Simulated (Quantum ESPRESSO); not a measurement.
## FeCo: orders under volume

Aim: follow moments and order energies of FeCo with volume.

Program: Quantum ESPRESSO 7.5. Level of theory: PBEsol; plane waves with GBRV 1.5 PBEsol potentials, no spin-orbit coupling. Results are calculated unless marked as measured.

**1. The structure**

It takes space group Pm-3m (No. 221, cubic). The conventional cell has a = 2.857 Å, b = 2.857 Å, c = 2.857 Å, α = 90.00°, β = 90.00°, γ = 90.00°. Fe has 8 Co at 2.47 Å nearest. Nearest to Co lie 8 Fe at 2.47 Å. Farther neighbours are not listed.

The lattice constants were typed from memory of published values and not checked against a source.

**2. Volume 0.88, ferro ++**

All lengths scale alike; the factor is that of the volume. Atoms keep their fractional places. Seeded atoms are those given a starting moment.

The input, pw.in:

```
&CONTROL
  calculation = 'scf'
  prefix = 'pwscf'
  outdir = './tmp'
  pseudo_dir = './pseudo'
  disk_io = 'nowf'
  tprnfor = .true.
  tstress = .true.
/
&SYSTEM
  ibrav = 0
  celldm(1) = 8
  nat = 2
  ntyp = 2
  ecutwfc = 40
  ecutrho = 280
  nbnd = 26
  occupations = 'smearing'
  smearing = 'fd'
  degauss = 0.00367493
  nspin = 2
  starting_magnetization(1) = 0.175
  starting_magnetization(2) = 0.1176
/
&ELECTRONS
  conv_thr = 4d-09
  electron_maxstep = 150
  mixing_beta = 0.3
/
ATOMIC_SPECIES
Fe     55.8450 fe_pbesol_v1.5.uspp.F.UPF
Co     58.9332 co_pbesol_v1.2.uspp.F.UPF
CELL_PARAMETERS alat
   0.6467156110280    0.0000000000000    0.0000000000000
   0.0000000000000    0.6467156110280    0.0000000000000
   0.0000000000000    0.0000000000000    0.6467156110280
ATOMIC_POSITIONS crystal
Fe      0.0000000000    0.0000000000    0.0000000000
Co      0.5000000000    0.5000000000    0.5000000000
K_POINTS automatic
14 14 14 0 0 0
```

Command:

```sh
$ OMP_NUM_THREADS=1 mpirun -n 4 pw.x -nk 4 -in pw.in > pw.out
```

What it wrote:

```text
Program PWSCF v.7.5 starts

     Message from routine setup:
     using ibrav=0 with symmetry is DISCOURAGED, use correct ibrav instead

     K-points division:     npool     =       4
     Subspace diagonalization in iterative solution of the eigenvalue problem:

     bravais-lattice index     =            0
     lattice parameter (alat)  =       8.0000  a.u.
     unit-cell volume          =     138.4873 (a.u.)^3
     number of atoms/cell      =            2
     number of atomic types    =            2
     number of electrons       =        33.00
     number of Kohn-Sham states=           26
     kinetic-energy cutoff     =      40.0000  Ry
     charge density cutoff     =     280.0000  Ry
     scf convergence threshold =      4.0E-09
     mixing beta               =       0.3000
     number of iterations used =            8  plain     mixing
     Exchange-correlation= SLA  PW   PSX  PSC
                           (   1   4  10   8   0   0   0)

     celldm(1)=   8.000000  celldm(2)=   0.000000  celldm(3)=   0.000000
     celldm(4)=   0.000000  celldm(5)=   0.000000  celldm(6)=   0.000000

     crystal axes: (cart. coord. in units of alat)
               a(1) = (   0.646716   0.000000   0.000000 )
               a(2) = (   0.000000   0.646716   0.000000 )
               a(3) = (   0.000000   0.000000   0.646716 )

     reciprocal axes: (cart. coord. in units 2 pi/alat)
               b(1) = (  1.546275  0.000000  0.000000 )
               b(2) = (  0.000000  1.546275  0.000000 )
               b(3) = (  0.000000  0.000000  1.546275 )

     PseudoPot. # 1 for Fe read from file:
     fe_pbesol_v1.5.uspp.F.UPF
     Pseudo is Ultrasoft + core correction, Zval = 16.0

     PseudoPot. # 2 for Co read from file:
     co_pbesol_v1.2.uspp.F.UPF
     Pseudo is Ultrasoft + core correction, Zval = 17.0

     atomic species   valence    mass     pseudopotential
     Fe               16.00    55.84500     Fe( 1.00)
     Co               17.00    58.93320     Co( 1.00)

     Starting magnetic structure
     atomic species   magnetization
     Fe              0.175
     Co              0.118

     48 Sym. Ops., with inversion, found

   Cartesian axes

     site n.     atom                  positions (alat units)
         1        Fe     tau(   1) = (   0.0000000   0.0000000   0.0000000  )
         2        Co     tau(   2) = (   0.3233578   0.3233578   0.3233578  )

     number of k points=   120  Fermi-Dirac smearing, width (Ry)=  0.0037

     Number of k-points >= 100: set verbosity='high' to print them.

     Dense  grid:    11019 G-vectors     FFT dimensions: (  27,  27,  27)

     Smooth grid:     4729 G-vectors     FFT dimensions: (  24,  24,  24)

     Check: negative core charge=   -0.000063
     Generating pointlists ...
     new r_m :   0.2310 (alat units)  1.8482 (a.u.) for type    1
     new r_m :   0.2310 (alat units)  1.8482 (a.u.) for type    2

     Initial potential from superposition of free atoms

     starting charge      31.0000, renormalised to      33.0000
     Starting wfcs are   26 randomized atomic wfcs

     Self-consistent Calculation

     iteration #  1     ecut=    40.00 Ry     beta= 0.30
     Davidson diagonalization with overlap
     ethr =  1.00E-02,  avg # of iterations =  3.5

     total energy              =    -541.33242662 Ry
     estimated scf accuracy    <      21.96086340 Ry

     total magnetization       =     1.39 Bohr mag/cell
     absolute magnetization    =     1.41 Bohr mag/cell

     iteration #  2     ecut=    40.00 Ry     beta= 0.30
     Davidson diagonalization with overlap
     ethr =  1.00E-02,  avg # of iterations =  2.8

     total energy              =    -546.98054931 Ry
     estimated scf accuracy    <      32.61709841 Ry

     total magnetization       =     0.75 Bohr mag/cell
     absolute magnetization    =     0.76 Bohr mag/cell

     [... further iterations left out ...]

     iteration # 20     ecut=    40.00 Ry     beta= 0.30
     Davidson diagonalization with overlap
     ethr =  2.73E-10,  avg # of iterations =  2.0

     total energy              =    -548.47094958 Ry
     estimated scf accuracy    <       0.00000017 Ry

     total magnetization       =     4.41 Bohr mag/cell
     absolute magnetization    =     4.60 Bohr mag/cell

     iteration # 21     ecut=    40.00 Ry     beta= 0.30
     Davidson diagonalization with overlap
     ethr =  2.73E-10,  avg # of iterations =  1.0

     Magnetic moment per site  (integrated on atomic sphere of radius R)
     atom   1 (R=0.231)  charge= 14.2521  magn=  2.6554
     atom   2 (R=0.231)  charge= 15.4259  magn=  1.8145

     End of self-consistent calculation

     Number of k-points >= 100: set verbosity='high' to print the bands.

     the Fermi energy is    20.5351 ev

!    total energy              =    -548.47094960 Ry
     estimated scf accuracy    <          1.8E-09 Ry
     smearing contrib. (-TS)   =      -0.00093405 Ry
     internal energy E=F+TS    =    -548.47001555 Ry

     The total energy is F=E-TS. E is the sum of the following terms:
     one-electron contribution =    -252.59520369 Ry
     hartree contribution      =     148.78534475 Ry
     xc contribution           =     -61.45843312 Ry
     ewald contribution        =    -383.20172349 Ry

     total magnetization       =     4.41 Bohr mag/cell
     absolute magnetization    =     4.60 Bohr mag/cell

     convergence has been achieved in  21 iterations

     Forces acting on atoms (cartesian axes, Ry/au):

     atom    1 type  1   force =     0.00000000    0.00000000    0.00000000
     atom    2 type  2   force =     0.00000000    0.00000000    0.00000000

     Total force =     0.000000     Total SCF correction =     0.000000

     Computing stress (Cartesian axis) and pressure

          total   stress  (Ry/bohr**3)                   (kbar)     P=      178.81
   0.00121551   0.00000000   0.00000000          178.81        0.00        0.00
   0.00000000   0.00121551   0.00000000            0.00      178.81        0.00
   0.00000000   0.00000000   0.00121551            0.00        0.00      178.81

=------------------------------------------------------------------------------=
   JOB DONE.
=------------------------------------------------------------------------------=
```

Wall time 31 s (4 MPI ranks of Arm Neoverse V1, shared host); peak memory 0.29 GiB.

Spin moment in the atom's sphere by atom:

```tsv
atom	spin moment in the atom's sphere (μB)
Fe1	2.66
Co2	1.81
```

This step gave:

```yaml
smearing_term_ts: 0.01271 eV
pressure: 17.88 GPa
magnetization: 4.409 μB
absolute_magnetization: 4.6 μB
final_state: ferromagnetic
```

**3. Volume 0.88, no spin polarisation**

Edit pw.in of step 2 so:

```diff
@@ -16,3 +16,3 @@
   ecutrho = 280
-  nbnd = 26
+  nbnd = 24
   occupations = 'smearing'
@@ -20,5 +20,2 @@
   degauss = 0.00367493
-  nspin = 2
-  starting_magnetization(1) = 0.175
-  starting_magnetization(2) = 0.1176
 /
```

What it wrote:

```text
     [... lines left out ...]
Program PWSCF v.7.5 starts
     [... lines left out ...]
     number of atoms/cell      =            2
     [... lines left out ...]
     number of electrons       =        33.00
     number of Kohn-Sham states=           24
     kinetic-energy cutoff     =      40.0000  Ry
     charge density cutoff     =     280.0000  Ry
     scf convergence threshold =      4.0E-09
     [... lines left out ...]
     48 Sym. Ops., with inversion, found
     [... lines left out ...]
     number of k points=   120  Fermi-Dirac smearing, width (Ry)=  0.0037
     [... lines left out ...]
     iteration # 21     ecut=    40.00 Ry     beta= 0.30
     [... lines left out ...]
     the Fermi energy is    19.9589 ev
!    total energy              =    -548.40333504 Ry
     estimated scf accuracy    <          6.8E-11 Ry
     smearing contrib. (-TS)   =      -0.00434925 Ry
     [... lines left out ...]
     convergence has been achieved in  21 iterations
     [... lines left out ...]
     Total force =     0.000000     Total SCF correction =     0.000000
     [... lines left out ...]
          total   stress  (Ry/bohr**3)                   (kbar)     P=      -45.31
     [... lines left out ...]
```

Elapsed: 15 s, on 4 MPI ranks; peak memory 0.25 GiB.

This step gave:

- smearing term TS: 0.05917 eV
- pressure: -4.531 GPa
- final state: non-magnetic (no spin polarisation)

**4. Volume 1.12, ferro ++**

Edit pw.in of step 3 so:

```diff
@@ -16,3 +16,3 @@
   ecutrho = 280
-  nbnd = 24
+  nbnd = 26
   occupations = 'smearing'
@@ -20,2 +20,5 @@
   degauss = 0.00367493
+  nspin = 2
+  starting_magnetization(1) = 0.175
+  starting_magnetization(2) = 0.1176
 /
@@ -30,5 +33,5 @@
 CELL_PARAMETERS alat
-   0.6467156110280    0.0000000000000    0.0000000000000
-   0.0000000000000    0.6467156110280    0.0000000000000
-   0.0000000000000    0.0000000000000    0.6467156110280
+   0.7008500811895    0.0000000000000    0.0000000000000
+   0.0000000000000    0.7008500811895    0.0000000000000
+   0.0000000000000    0.0000000000000    0.7008500811895
 ATOMIC_POSITIONS crystal
```

What it wrote:

```text
     [... lines left out ...]
Program PWSCF v.7.5 starts
     [... lines left out ...]
     number of atoms/cell      =            2
     [... lines left out ...]
     number of electrons       =        33.00
     number of Kohn-Sham states=           26
     kinetic-energy cutoff     =      40.0000  Ry
     charge density cutoff     =     280.0000  Ry
     scf convergence threshold =      4.0E-09
     [... lines left out ...]
     48 Sym. Ops., with inversion, found
     [... lines left out ...]
     number of k points=   120  Fermi-Dirac smearing, width (Ry)=  0.0037
     [... lines left out ...]
     iteration # 27     ecut=    40.00 Ry     beta= 0.30
     [... lines left out ...]
     Magnetic moment per site  (integrated on atomic sphere of radius R)
     atom   1 (R=0.250)  charge= 14.4257  magn=  2.9870
     atom   2 (R=0.250)  charge= 15.6268  magn=  1.9125
     [... lines left out ...]
     the Fermi energy is    15.3817 ev
!    total energy              =    -548.44877557 Ry
     estimated scf accuracy    <          1.7E-10 Ry
     smearing contrib. (-TS)   =      -0.00057520 Ry
     [... lines left out ...]
     total magnetization       =     4.77 Bohr mag/cell
     absolute magnetization    =     5.08 Bohr mag/cell
     convergence has been achieved in  27 iterations
     [... lines left out ...]
     Total force =     0.000000     Total SCF correction =     0.000000
     [... lines left out ...]
          total   stress  (Ry/bohr**3)                   (kbar)     P=     -250.96
     [... lines left out ...]
```

Run time: 42 s. Hardware: 4 MPI ranks; peak memory 0.32 GiB.

Numbers from this step:

| Property | Result |
| --- | --- |
| smearing term TS | 0.007826 eV |
| pressure | -25.10 GPa |
| magnetization | 4.766 μB |
| absolute magnetization | 5.082 μB |
| final state | ferromagnetic |
| largest moment | 2.987 μB |

**5. The series**

The runs not shown differ from these in the moved quantity alone.

States, by row:

```tsv
volume	ferro ++	no spin polarisation
0.88	ferromagnetic	non-magnetic
0.91	ferromagnetic	non-magnetic
0.94	ferromagnetic	non-magnetic
0.97	ferromagnetic	non-magnetic
1	ferromagnetic	non-magnetic
1.03	ferromagnetic	non-magnetic
1.06	ferromagnetic	non-magnetic
1.09	ferromagnetic	non-magnetic
1.12	ferromagnetic	non-magnetic
```

Table of largest site moment, ferro ++ by volume:

```tsv
volume (factor)	largest site moment, ferro ++ (μB)
0.8800	2.66
0.9100	2.72
0.9400	2.76
0.9700	2.79
1.0000	2.83
1.0300	2.87
1.0600	2.92
1.0900	2.96
1.1200	2.99
```

The energy less that of the parallel start, no spin polarisation by volume:

```tsv
volume (factor)	energy less that of the parallel start, no spin polarisation (meV a seeded atom)
0.8800	460
0.9100	508
0.9400	554
0.9700	597
1.0000	638
1.0300	676
1.0600	713
1.0900	749
1.1200	783
```

Energy over the lowest against volume; values in meV an atom:

```tsv
volume (factor)	ferro ++	no spin polarisation
0.8800	39.6	500
0.9100	10.5	518
0.9400	0	554
0.9700	5.56	602
1.0000	24.5	662
1.0300	54.3	731
1.0600	92.8	806
1.0900	139	888
1.1200	190	973
```

**6. What came out**

| Quantity | Value |
| --- | --- |
| moment, parallel start | 2.66 to 2.99 μB |
| states met from these starts | ferromagnetic |

In words: The moment of the parallel start goes from 2.66 μB at 0.88 to 2.99 μB at 1.12. The net moment of the cell goes from 4.41 to 4.77 μB. The radius of the spheres follows the nearest distance, so part of the change of the site moments is the spheres'. Only a parallel start was run beside the spinless one, so opposed or spiral orders, which may lie lower, are not probed.

[Logs and program files are shortened in this print: banners, set-up blocks, solver, clock and traceback lines can be left out without a mark of their own.]

[Logs are printed without paths, hosts, clocks, repeated set-up lines and the standing remarks that a program may print on its own settings, such as how far it seeks lower states.]

[Hosts, paths, dates, database ids (printed as entryN), source tags and the programs' standing remarks are cut or masked in the printed files.]

[Where a cell is said to come from a database of computed structures, the database is the Materials Project.]
